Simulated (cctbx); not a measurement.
**Na2Zn5N4: precision against data quality**

Space group P4/ncc (no. 130, origin choice 1), a = 7.3390 Å, b = 7.3390 Å, c = 14.3790 Å, α = 90.00°, β = 90.00°, γ = 90.00°.

| atom | mult. | x | y | z | Ueq (Å²) |
| --- | --- | --- | --- | --- | --- |
| Zn1 | 16 | 0.3306 | 0.3798 | 0.0736 | 0.0055 |
| Zn2 | 4 | 1/2 | 0 | 0.1053 | 0.0049 |
| Na1 | 8 | 0.8433 | 0.1567 | 3/4 | 0.0055 |
| N1 | 16 | 0.8110 | 0.8839 | 0.0935 | 0.0134 |

The model was made for the exercise: a known structure type with other elements put in, its volume estimated, not relaxed; displacement parameters are assumed.

Five simulated data sets (cctbx; Ag Kα, λ = 0.56087 Å; 6 % proportional error) differ in resolution or exposure (noise floor 2 counts in the first three, 8 in the last two). Each is refined with the right model, isotropic at 1.1 Å and anisotropic otherwise. How do the figures of merit and the uncertainties move?

```
d min (Å)  top counts  ⟨I/σ⟩ (unmerged, absences included)  unique  param. (scale apart)   Rint      R1  GooF  largest s.u. xyz (fractional)  s.u. U of N1 (Å²)  largest error (Å)
      1.1       70000                                 10.0     157                    12  0.045  0.0126  1.30                        0.00046             0.0010             0.0070
     0.84       70000                                  9.8     352                    26  0.048  0.0117  0.93                        0.00019             0.0007             0.0009
      0.6       70000                                  8.7     950                    26  0.053  0.0119  0.97                        0.00011             0.0003             0.0019
     0.75         300                                  0.9     487                    26  0.448  0.0723  0.93                        0.00247             0.0084             0.0181
     0.75        3000                                  4.3     487                    26  0.096  0.0221  0.93                        0.00049             0.0015             0.0033
```

The number of reflections grows roughly as 1/d³: 157, 352 and 950 here. R1 follows the noise rather than the truth: at 300 counts it is 0.0723, at 3000 counts 0.0221, while GooF is 0.93 and 0.93: the weights 1/σ² carry the noise. The s.u. of U (U11 where anisotropic) for N1 goes 0.0010, 0.0007, 0.0003 Å² with resolution and 0.0084, 0.0015 Å² with exposure.

The 1.1 Å row also differs in its displacement model, so it isn't a clean test of resolution.

Hardware for the 0.6 Å refinement: 0.52 s on 1 thread of Arm Neoverse V2, with other jobs on the host, peak memory 0.09 GiB.

[Logs are printed without paths, hosts, clocks, repeated set-up lines and the standing remarks that a program may print on its own settings, such as how far it seeks lower states.]
